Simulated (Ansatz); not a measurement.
# What Ni3GeC (Pm-3m) distorts into, part 2 of 2

Wanted: the energy along a soft mode of Ni3GeC (Pm-3m) and the structure at the end.

Ansatz 0.2.0; DFT PBEsol, scalar-relativistic, plane waves, PAW; PAW set soft_1.

So far, highest frequency on path, mesh or solved points (cm⁻¹): step 2 (response at finite wavevector) 723. Also lowest frequency on the path (cm⁻¹): step 2 -130.

### 5. Energy along the mode, all amplitudes (two of the runs are shown above)

An imaginary frequency means negative curvature, so the energy should fall and then rise again as anharmonic terms take over.

Numbers from this step:

- depth at the lowest point sampled: 7.381 meV/atom
- largest atomic shift at that point: 0.14 Å

Table of energy from the parent by largest atomic shift:

```tsv
largest atomic shift (Å)	energy from the parent (meV/atom)
0.000	0
0.040	-1.19
0.080	-3.97
0.140	-7.38
0.220	-4.61
0.320	18.5
```

Displacement at unit largest shift by atom:

```tsv
atom	x (Å)	y (Å)	z (Å)	size
Ni1	0.00	0.00	-1.00	1.00
Ni2	0.00	0.00	1.00	1.00
Ni3	0.00	0.00	0.00	0.00
Ni4	0.00	0.00	0.00	0.00
Ni5	0.00	0.00	-1.00	1.00
Ni6	0.00	0.00	1.00	1.00
Ge7	0.00	0.00	0.00	0.00
Ge8	0.00	0.00	0.00	0.00
C9	0.00	0.00	0.22	0.22
C10	0.00	0.00	-0.22	0.22
```

The lowest step is at 0.14 Å, 7.38 meV/atom below the parent, and the energy rises beyond it.

### 6. Relaxation from the frozen mode

Starting from the lowest point found, all atoms and the cell are let go, so that strain and other modes of the same symmetry can join in.

File input.yaml:

```yaml
crystal:
  lattice:
    - [3.761644871, 0.0, 0.0]
    - [0.0, 3.761644871, 0.0]
    - [0.0, 0.0, 7.5232897419]
  atoms:
    - { symbol: Ni, position: [0.0, 0.5, 0.2313911195] }
    - { symbol: Ni, position: [0.0, 0.5, 0.7686088805] }
    - { symbol: Ni, position: [0.5, 0.5, 0.0] }
    - { symbol: Ni, position: [0.5, 0.5, 0.5] }
    - { symbol: Ni, position: [0.5, 0.0, 0.2313911195] }
    - { symbol: Ni, position: [0.5, 0.0, 0.7686088805] }
    - { symbol: Ge, position: [0.0, 0.0, 0.5] }
    - { symbol: Ge, position: [0.0, 0.0, 0.0] }
    - { symbol: C, position: [0.5, 0.5, 0.2540851932] }
    - { symbol: C, position: [0.5, 0.5, 0.7459148068] }
kpoints:
  mp_grid: { grid: [10, 10, 6] }
hamiltonian:
  xc: pbesol
  pseudopotentials: { kind: paw, azcp: { folder: soft_1 }, xc_functional: pbe }
scf:
  occupations: { method: methfessel_paxton, width: 0.2 }
output:
  forces: true
  stress: true
  eigenvalues: true
relax:
  adjacent_minimum: "off"
  f_tol: 0.002
  max_steps: 120
  cell: { stress_tol: 0.03 }
```

Run with:

```
> ansatz run input.yaml --threads 4 --pin off --max-ram 10240MiB --backend cpu --events-out ev --progress --plain --runs-dir out
```

Log:

```text
[...]
Crystal: 10 atoms, lattice volume = 106.454 Å³
Basis set: ecut = 420 eV, 2065 PW (Γ), exchange–correlation on 54×54×108 points (8 copies of the dense FFT grid, shifted against one another)
Bands: 87, of which v1, the nominal top of the filled ones, is band 72 counted from 1 (71 counted from 0)
Symmetry: 16 space group operations
[...]
k-points: 84 of 600
[...]
SCF iter   1: F=—  HF=-43833.802460 eV  |F-HF|=—  |Δ(HF+E_count)|=         —  Δρ=1.15e-1  dr2=1.87e1  ethr=3.10e-3  ⟨swp⟩=5.0  Hψ=22202  notcnv=0  defer=40
[...]
SCF iter  12: F=-43829.986531 eV  HF=-43829.986531 eV  |F-HF|=4.84e-8  |Δ(HF+E_count)|=   7.05e-8  S|Δr|=    0.00e0  Δρ=5.34e-6  dr2=5.17e-8  ethr=6.94e-11  ⟨swp⟩=9.4  Hψ=33696  notcnv=0
SCF 1 converged in 12 iterations: F = -43829.986531 eV  dr2 = 5.17e-8
[...]
relax step   1: F+E_penalty+E_count = -43829.98653069 eV  Δ(F+E_penalty+E_count) = +0.000e0 eV  max|allowed force component| = 2.881e-1 eV/Å  Δτ_max = 0.0000 Å  P = +0.588 GPa  Ω = 106.454 Å³  (12 SCF iters, dr2 threshold 1.00e-7 eV, accepted)
Crystal: 10 atoms, lattice volume = 106.648 Å³
[...]
SCF iter   6: F=-43829.993238 eV  HF=-43829.993239 eV  |F-HF|=6.86e-7  |Δ(HF+E_count)|=   4.51e-7  S|Δr|=    0.00e0  Δρ=2.12e-5  dr2=4.98e-7  ethr=6.94e-10  ⟨swp⟩=5.9  Hψ=29550  notcnv=0
SCF 2 converged in 6 iterations: F = -43829.993238 eV  dr2 = 4.98e-7
relax step   2: F+E_penalty+E_count = -43829.99323799 eV  Δ(F+E_penalty+E_count) = -6.707e-3 eV  max|allowed force component| = 1.565e-1 eV/Å  Δτ_max = 0.0073 Å  P = +0.268 GPa  Ω = 106.648 Å³  energy of the carried Pulay correction = -1.632e-4 eV  (6 SCF iters, dr2 threshold 1.00e-6 eV, accepted)
Crystal: 10 atoms, lattice volume = 106.798 Å³
[...]
SCF iter   7: F=-43830.001081 eV  HF=-43830.001082 eV  |F-HF|=1.01e-6  |Δ(HF+E_count)|=   1.16e-6  S|Δr|=    0.00e0  Δρ=2.23e-5  dr2=8.96e-7  ethr=6.94e-10  ⟨swp⟩=3.2  Hψ=29823  notcnv=0
SCF 3 converged in 7 iterations: F = -43830.001081 eV  dr2 = 8.96e-7
relax step   3: F+E_penalty+E_count = -43830.00108126 eV  Δ(F+E_penalty+E_count) = -7.843e-3 eV  max|allowed force component| = 1.211e-1 eV/Å  Δτ_max = 0.0223 Å  P = +0.233 GPa  Ω = 106.798 Å³  energy of the carried Pulay correction = -2.894e-4 eV  (7 SCF iters, dr2 threshold 1.00e-6 eV, accepted)
[...]
relax step   4: F+E_penalty+E_count = -43830.00191606 eV  Δ(F+E_penalty+E_count) = -8.348e-4 eV  max|allowed force component| = 5.993e-2 eV/Å  Δτ_max = 0.0077 Å  P = +0.099 GPa  Ω = 106.914 Å³  energy of the carried Pulay correction = -3.870e-4 eV  (7 SCF iters, dr2 threshold 9.17e-7 eV, accepted)
[...]
relax step   5: F+E_penalty+E_count = -43830.00248968 eV  Δ(F+E_penalty+E_count) = -5.736e-4 eV  max|allowed force component| = 2.549e-2 eV/Å  Δτ_max = 0.0037 Å  P = -0.211 GPa  Ω = 107.089 Å³  energy of the carried Pulay correction = -5.334e-4 eV  (6 SCF iters, dr2 threshold 6.83e-7 eV, accepted)
[...]
relax step   6: F+E_penalty+E_count = -43830.00260659 eV  Δ(F+E_penalty+E_count) = -1.169e-4 eV  max|allowed force component| = 1.533e-2 eV/Å  Δτ_max = 0.0057 Å  P = +0.181 GPa  Ω = 106.925 Å³  energy of the carried Pulay correction = -3.957e-4 eV  (7 SCF iters, dr2 threshold 1.75e-7 eV, rejected (line search))
[...]
relax step   7: F+E_penalty+E_count = -43830.00273203 eV  Δ(F+E_penalty+E_count) = -2.424e-4 eV  max|allowed force component| = 5.693e-4 eV/Å  Δτ_max = 0.0015 Å  P = +0.002 GPa  Ω = 106.987 Å³  energy of the carried Pulay correction = -4.478e-4 eV  (12 SCF iters, accepted)
[...]
SCF iter   5: F=-43830.003182 eV  HF=-43830.003182 eV  |F-HF|=0.00e0  |Δ(HF+E_count)|=  2.91e-11  S|Δr|=    0.00e0  Δρ=2.55e-7  dr2=3.16e-11  ethr=1.00e-12  ⟨swp⟩=4.7  Hψ=26224  notcnv=0
SCF 8 converged in 5 iterations: F = -43830.003182 eV  dr2 = 3.16e-11
relax step   8: F+E_penalty+E_count = -43830.00318180 eV  Δ(F+E_penalty+E_count) = -4.498e-4 eV  max|allowed force component| = 5.581e-4 eV/Å  Δτ_max = 0.0000 Å  P = +0.006 GPa  Ω = 106.987 Å³  stress off target by 1.84e-2 GPa  SCF on the basis re-selected at this cell (its energy is not comparable with the rows above)  (5 SCF iters)
basis re-selected at this cell: Δ(F+E_penalty+E_count) = -4.498e-4 eV, ΔP = +0.004 GPa vs the last step (what re-selecting the basis moved, of the pressure what is left beyond the Pulay correction that the steps carried, after the strain that the cell walked since its last selection, with what the two solves' SCF thresholds leave and, on support functions, any second-order correction that the steps lacked; it is no m [...]
SCF converged after 5 iterations
[...]
Free energy (F): -43830.003182 eV
[...]
Internal energy: -43830.005853 eV  (E = F + TS)
E sigma→0 (E₀):  -43830.003850 eV
Entropy (-TS):   0.002671 eV (0.267 meV/atom)
Fermi energy:    16.703745 eV
[...]
--- Forces (eV/Å), atoms counted from 1 ---
  atom   1  Ni     0.00000000    -0.00000000    -0.00023836
  atom   2  Ni    -0.00000000     0.00000000     0.00023836
  atom   3  Ni    -0.00000000     0.00000000     0.00000000
  atom   4  Ni     0.00000000    -0.00000000     0.00000000
  atom   5  Ni     0.00000000     0.00000000    -0.00023836
  atom   6  Ni    -0.00000000    -0.00000000     0.00023836
  atom   7  Ge     0.00000000    -0.00000000     0.00000000
  atom   8  Ge    -0.00000000    -0.00000000     0.00000000
  atom   9  C      0.00000000     0.00000000    -0.00055811
  atom  10  C      0.00000000    -0.00000000     0.00055811
  max |Σ_I F_I| component: 2.09e-17 eV/Å
--- Stress (GPa, compression-positive) ---
       -0.000361       0.000000       0.000000
        0.000000      -0.000361       0.000000
        0.000000       0.000000       0.018413
  P = ⅓ Tr σ = 0.0059 GPa (0.059 kbar)
--- Band table (eV; the first three rows and the last of 84) ---
  k-point 0: bands = [... 68 lower, 15.6957, 15.9231, 16.8820, 16.8820, 17.0211, 17.5443, 17.9684, 18.2942, ... 11 higher]
  k-point 1: bands = [... 68 lower, 15.6957, 15.8987, 16.7985, 16.7985, 17.0231, 17.3533, 18.1977, 18.3561, ... 11 higher]
  k-point 2: bands = [... 68 lower, 15.6957, 15.8279, 16.6176, 16.6176, 17.0486, 17.1925, 18.4322, 18.4950, ... 11 higher]
  k-point 83: bands = [... 68 lower, 15.9432, 15.9432, 15.9851, 15.9851, 16.8652, 16.9836, 17.7543, 18.0110, ... 11 higher]
--- Relaxed structure (7 steps of the walk, 6 accepted, 1 SCFs on fresh bases) ---
  F+E_penalty+E_count = -43830.00318180 eV   max|allowed force component| = 5.581e-4 eV/Å   (the final SCF, on the basis selected at the relaxed cell)
  cell:  # Å, volume = 106.9867 Å³
    - [3.754683, 0, 0]
    - [0, 3.754683, 0]
    - [0, 0, 7.588980]
  atoms:
    - { symbol: Ni, position: [0, 0.5, 0.225765] }
    - { symbol: Ni, position: [0, 0.5, 0.774235] }
    - { symbol: Ni, position: [0.5, 0.5, 0] }
    - { symbol: Ni, position: [0.5, 0.5, 0.500000] }
    - { symbol: Ni, position: [0.5, 0, 0.225765] }
    - { symbol: Ni, position: [0.5, 0, 0.774235] }
    - { symbol: Ge, position: [0, 0, 0.500000] }
    - { symbol: Ge, position: [0, 0, 0] }
    - { symbol: C, position: [0.5, 0.5, 0.252901] }
    - { symbol: C, position: [0.5, 0.5, 0.747099] }
```

Wall time 1.9 min (4 threads of Arm Neoverse V2, shared host); peak memory 0.93 GiB; 7.6 min of CPU time.

Step by step:

```tsv
step	energy less that of the first step (eV)	largest force component (eV/Å)	pressure (GPa)	volume (Å³)
1	0.0000	0.2881	0.59	106.45
2	-0.0067	0.1565	0.27	106.65
3	-0.0145	0.1211	0.23	106.80
4	-0.0154	0.0599	0.10	106.91
5	-0.0160	0.0255	-0.21	107.09
6	-0.0161	0.0153	0.18	106.92
7	-0.0162	0.0006	0.00	106.99
8*	-0.0167	0.0006	0.01	106.99
```

Relaxation steps marked * repeat the geometry before them on a plane-wave basis chosen anew for their cell, so energy and pressure can jump there. Relaxation step 6 was tried and not accepted.

Forces are held to the 16 operations that the program found; a distortion that breaks them can't arise in this run.

```tsv
conventional cell, symmetrised	before	after	change
a (Å)	3.762	3.755	-0.2 %
b (Å)	3.762	3.755	-0.2 %
c (Å)	7.523	7.589	+0.9 %
volume (Å³/atom)	10.65	10.70	+0.5 %
```

The atoms that moved most (Å, as changes of fractional coordinates times the final cell):

```tsv
atom	dx	dy	dz	length
Ni2	0.000	0.000	0.043	0.043
Ni6	0.000	0.000	0.043	0.043
Ni5	0.000	0.000	-0.043	0.043
Ni1	0.000	0.000	-0.043	0.043
C10	0.000	0.000	0.009	0.009
C9	0.000	0.000	-0.009	0.009
```

This step gave:

```yaml
pressure: 0.005897 GPa
volume_per_atom: 10.70 Å³
```

The distorted start has space group P4/mmm; the relaxation ends in P4/mmm.

### 7. The new phase in its own primitive cell

The relaxed structure is symmetrised, reduced to its primitive cell and relaxed tightly, as its phonons need.

input.yaml, the sections that differ from step 6:

```yaml
crystal:
  lattice:
    - [3.7546826273, 0.0, 0.0]
    - [0.0, 3.7546826273, 0.0]
    - [0.0, 0.0, 7.588979979]
  atoms:
    - { symbol: Ni, position: [0.0, 0.5, 0.2257652296] }
    - { symbol: Ni, position: [0.0, 0.5, 0.7742347704] }
    - { symbol: Ni, position: [0.5, 0.5, 0.0] }
    - { symbol: Ni, position: [0.5, 0.5, 0.5] }
    - { symbol: Ni, position: [0.5, 0.0, 0.2257652296] }
    - { symbol: Ni, position: [0.5, 0.0, 0.7742347704] }
    - { symbol: Ge, position: [0.0, 0.0, 0.5] }
    - { symbol: Ge, position: [0.0, 0.0, 0.0] }
    - { symbol: C, position: [0.5, 0.5, 0.2529006199] }
    - { symbol: C, position: [0.5, 0.5, 0.7470993801] }
relax:
  adjacent_minimum: "off"
  f_tol: 0.001
  max_steps: 60
  cell: { stress_tol: 0.01 }
# kpoints, hamiltonian, scf, output: as in step 6
```

Log:

```text
[...]
Crystal: 10 atoms, lattice volume = 106.987 Å³
Basis set: ecut = 420 eV, 2073 PW (Γ), exchange–correlation on 54×54×108 points (8 copies of the dense FFT grid, shifted against one another)
Bands: 87, of which v1, the nominal top of the filled ones, is band 72 counted from 1 (71 counted from 0)
Symmetry: 16 space group operations
[...]
k-points: 84 of 600
[...]
atoms:
    - { symbol: Ni, position: [0, 0.5, 0.225754] }
    - { symbol: Ni, position: [0, 0.5, 0.774246] }
    - { symbol: Ni, position: [0.5, 0.5, 0] }
    - { symbol: Ni, position: [0.5, 0.5, 0.5] }
    - { symbol: Ni, position: [0.5, 0, 0.225754] }
    - { symbol: Ni, position: [0.5, 0, 0.774246] }
    - { symbol: Ge, position: [0, 0, 0.5] }
    - { symbol: Ge, position: [0, 0, 0] }
    - { symbol: C, position: [0.5, 0.5, 0.252899] }
    - { symbol: C, position: [0.5, 0.5, 0.747101] }
[key lines of the parts left out:]
SCF converged after 6 iterations
Free energy (F): -43830.003183 eV
Fermi energy:    16.702935 eV
P = ⅓ Tr σ = -0.0012 GPa (-0.012 kbar)
```

Elapsed: 55 s, on 4 threads; peak memory 0.93 GiB.

Little changed from the start: no atom moved by 0.005 Å and no cell edge by 0.1 %.

This step gave:

| Quantity | Value |
| --- | --- |
| pressure | -0.001178 GPa |

The largest force component left is 0.27 meV/Å and the pressure is -0.001 GPa, within the tolerances set. The cell now holds 10.70 Å³/atom.

### 8. Modes of the new phase, k-mesh 10×10×6

A relaxed structure may still be a saddle point, so its zone-centre modes are computed. No field response is asked, since the mesh shows no gap.

input.yaml, the sections that differ from step 7:

```yaml
crystal:
  lattice:
    - [3.7546118328, 0.0, 0.0]
    - [0.0, 3.7546118328, 0.0]
    - [0.0, 0.0, 7.589555401]
  atoms:
    - { symbol: Ni, position: [0.0, 0.5, 0.2257543461] }
    - { symbol: Ni, position: [0.0, 0.5, 0.7742456539] }
    - { symbol: Ni, position: [0.5, 0.5, 0.0] }
    - { symbol: Ni, position: [0.5, 0.5, 0.5] }
    - { symbol: Ni, position: [0.5, 0.0, 0.2257543461] }
    - { symbol: Ni, position: [0.5, 0.0, 0.7742456539] }
    - { symbol: Ge, position: [0.0, 0.0, 0.5] }
    - { symbol: Ge, position: [0.0, 0.0, 0.0] }
    - { symbol: C, position: [0.5, 0.5, 0.2528988562] }
    - { symbol: C, position: [0.5, 0.5, 0.7471011438] }
output:
  eigenvalues: true
phonons:
  method: dfpt
# kpoints, hamiltonian, scf: as in step 7
# relax: removed
```

Log:

```text
zone centre: on kpoints.mp_grid the ground state, and the responses unless they are solved on pairs of k-points, stand on 144 of the mesh's 600 k-points, reduced under 4 symmetry operations, with k and −k counted as one. Each operation leaves every solved displacement unchanged or reverses it
[...]
Crystal: 10 atoms, lattice volume = 106.991 Å³
Basis set: ecut = 420 eV, 2073 PW (Γ), exchange–correlation on 54×54×108 points (8 copies of the dense FFT grid, shifted against one another)
Bands: 87, of which v1, the nominal top of the filled ones, is band 72 counted from 1 (71 counted from 0)
Symmetry: 16 space group operations
k-points: 144 of 600 (irreducible under 4 space group operations, time reversal used)
[...]
SCF iter   1: F=—  HF=-43833.850270 eV  |F-HF|=—  |Δ(HF+E_count)|=         —  Δρ=1.15e-1  dr2=1.98e1  ethr=3.10e-3  ⟨swp⟩=5.0  Hψ=37962  notcnv=0  defer=66
[...]
SCF iter  17: F=-43830.003183 eV  HF=-43830.003183 eV  |F-HF|=0.00e0  |Δ(HF+E_count)|=  1.46e-11  S|Δr|=    0.00e0  Δρ=6.38e-8  dr2=6.25e-12  ethr=1.00e-12  ⟨swp⟩=11.4  Hψ=65827  notcnv=0
SCF 1 converged in 17 iterations: F = -43830.003183 eV  dr2 = 6.25e-12
[...]
DFPT response loops at Γ: preconditioner auto → Kerker (q_TF=auto, 2.867 Å⁻¹) (partly filled bands, converged f_vac=0.000); β = 1.00, the filter's whole step (`scf.mixing.beta` (0.50) is not read by the response loops under this deck's `scf.mixing.preconditioner`; to damp them name `kerker` or `kerker_dos`, under which they read `scf.mixing.beta`, and type it under 1.00, their step now; both keys bind the ground state too); Broyden in place of MSR1
SCF converged after 17 iterations
[...]
Free energy (F): -43830.003183 eV
[...]
Internal energy: -43830.005857 eV  (E = F + TS)
E sigma→0 (E₀):  -43830.003851 eV
Entropy (-TS):   0.002674 eV (0.267 meV/atom)
Fermi energy:    16.702935 eV
[...]
--- Band table (eV; the first three rows and the last of 144) ---
  k-point 0: bands = [... 68 lower, 15.6950, 15.9223, 16.8811, 16.8811, 17.0202, 17.5436, 17.9673, 18.2935, ... 11 higher]
  k-point 1: bands = [... 68 lower, 15.6949, 15.8979, 16.7976, 16.7976, 17.0223, 17.3526, 18.1967, 18.3553, ... 11 higher]
  k-point 2: bands = [... 68 lower, 15.6949, 15.8271, 16.6168, 16.6168, 17.0478, 17.1918, 18.4314, 18.4942, ... 11 higher]
  k-point 143: bands = [... 68 lower, 15.9424, 15.9424, 15.9843, 15.9843, 16.8639, 16.9824, 17.7534, 18.0101, ... 11 higher]
--- Phonons (Γ-DFPT): 13 representative perturbations + reference, on 144 of 600 k-points (Σ response iterations 114) ---
  k mesh reduced under 4 symmetry operations, with k and −k counted as one. Each operation leaves every solved displacement unchanged or reverses it
  ASR residual: 4.343e-5 → 0.000e0 eV/Å²; symmetrization residual: 4.562e-6 eV/Å²
  ASR residual per site (eV/Å²): 4.34e-5 4.34e-5 5.31e-6 3.47e-5 4.34e-5 4.34e-5 1.34e-5 2.06e-5 5.57e-6 5.57e-6
  Γ frequencies (cm⁻¹): -118.52 -118.52 0.00 0.00 0.00 47.10 47.10 55.89 55.89 67.21 68.98 100.44 100.44 111.18 127.12 150.99 150.99 162.55 162.55 175.48 187.47 199.92 199.92 281.35 606.65 607.91 607.91 612.07 612.07 699.80
  non-analytic LO–TO correction: not included (Born effective charges unavailable; polar crystals: no LO–TO splitting at Γ)
```

Elapsed: 24 min, on 4 threads; peak memory 4.2 GiB.

This step gave:

| Quantity | Value |
| --- | --- |
| sum-rule residual before enforcement | 4.34e-5 eV/Å² |
| point group | 4/mmm |
| highest optical mode at the zone centre (no LO-TO term) | 699.8 cm⁻¹ |
| lowest optical zone-centre mode | -118.5 cm⁻¹ |

Patterns of degenerate modes are one choice out of their space. The modes at Γ (shares of kinetic energy by element, %) (negative means imaginary):

```tsv
mode	frequency (cm⁻¹)	symmetry	Ni %	Ge %	C %
1	-118.5	Eu	95	2	3
2	-118.5	Eu	95	2	3
3	0.0	acoustic	68	28	5
4	0.0	acoustic	68	28	5
5	0.0	acoustic	68	28	5
6	47.1	Eu	94	4	2
7	47.1	Eu	94	4	2
8	55.9	Eg	99	0	1
9	55.9	Eg	99	0	1
10	67.2	B2u	100	0	0
11	69.0	B1g	100	0	0
12	100.4	Eu	16	84	0
13	100.4	Eu	16	84	0
14	111.2	A2u	18	82	0
15	127.1	A1g	100	0	0
16	151.0	Eu	18	81	1
17	151.0	Eu	18	81	1
18	162.6	Eg	85	0	15
19	162.6	Eg	85	0	15
20	175.5	A2u	38	57	5
21	187.5	A2u	62	33	5
22	199.9	Eu	91	1	8
23	199.9	Eu	91	1	8
24	281.4	A2u	100	0	0
25	606.6	A2u	15	0	85
26	607.9	Eu	18	0	82
27	607.9	Eu	18	0	82
28	612.1	Eg	16	0	84
29	612.1	Eg	16	0	84
30	699.8	A1g	0	0	100
```

Displacements in mode 1 (-118.5 cm⁻¹), the largest set to 1:
```
Ni1  0.00 -0.15  0.00
Ni2  0.00 -0.15  0.00
Ni3  0.00 -0.15  0.00
Ni4  0.02  1.00  0.00
Ni5  0.00 -0.22  0.00
Ni6  0.00 -0.22  0.00
Ge7  0.00  0.10  0.00
Ge8  0.00 -0.11  0.00
C9  -0.01 -0.28  0.00
C10 -0.01 -0.28  0.00
```

Displacements in mode 28 (612.1 cm⁻¹), the largest set to 1:
```
Ni1  0.00  0.01  0.00
Ni2  0.00 -0.01  0.00
Ni3  0.00  0.00  0.00
Ni4  0.00  0.00  0.00
Ni5  0.00 -0.20  0.00
Ni6  0.00  0.20  0.00
Ge7  0.00  0.00  0.00
Ge8  0.00  0.00  0.00
C9   0.00  1.00  0.00
C10  0.00 -1.00  0.00
```

Before it was imposed, the acoustic sum rule was missed by 4.3e-5 eV/Å². Small misses are needed for a sound result but don't prove that mesh and cutoff are converged. The lowest optical mode is imaginary, 118.5i cm⁻¹, so the energy falls along it.

### 9. Outcome

- unstable mode of the parent: q = (0, 0, -0.5), 130i cm⁻¹
- depth at the lowest point sampled: 7.38 meV/atom
- largest atomic shift at that point: 0.14 Å
- space group reached: P4/mmm
- energy gained over the parent (first relaxation, on the mesh of the frozen mode): 8.99 meV/atom
- volume per atom, phase reached: 10.7 Å³
- lowest optical zone-centre mode, phase reached: -119 cm⁻¹
- highest optical mode at the zone centre (no LO-TO term), phase reached: 700 cm⁻¹

**Reading.** Along this mode the structure falls into P4/mmm, 8.99 meV/atom below the parent. At the parent's cell the well is 7.381 meV/atom deep on the steps tried, with its lowest point at a shift of 0.14 Å. Relaxing atoms and cell changes the gain by +1.61 meV/atom against the lowest step (energies at zero smearing). The new phase still has an imaginary mode at the zone centre of its cell, so it is a saddle point on the way to a lower structure. Of the 2 patterns followed from this parent, this one ends 36.7 meV/atom above the lowest, P4/mbm. Each path keeps the symmetry of its pattern, so a lower phase may lie along a pattern not tried. The q mesh stands for a supercell only 7.5 Å across, so branches between the solved wavevectors are rough. With no gap, or one that is small against the smearing, the frequencies hang on the k mesh and the smearing, most of all near Kohn anomalies. The phonon runs are without spin polarisation, although Ni often carries a moment. The PAW files were made for PBE and serve the other functionals too. A phonon run warned that its eigensolver left some bands unconverged in a pass.

[Long decimals in the printed logs are rounded to 6 places.]

[Logs are printed without paths, hosts, clocks, repeated set-up lines and the standing remarks that a program may print on its own settings, such as how far it seeks lower states.]

[Hosts, paths, dates, database ids (printed as entryN), source tags and the programs' standing remarks are cut or masked in the printed files.]

[Where the starting crystal was built by hand or by swapping elements, it need not be the compound's stable phase.]
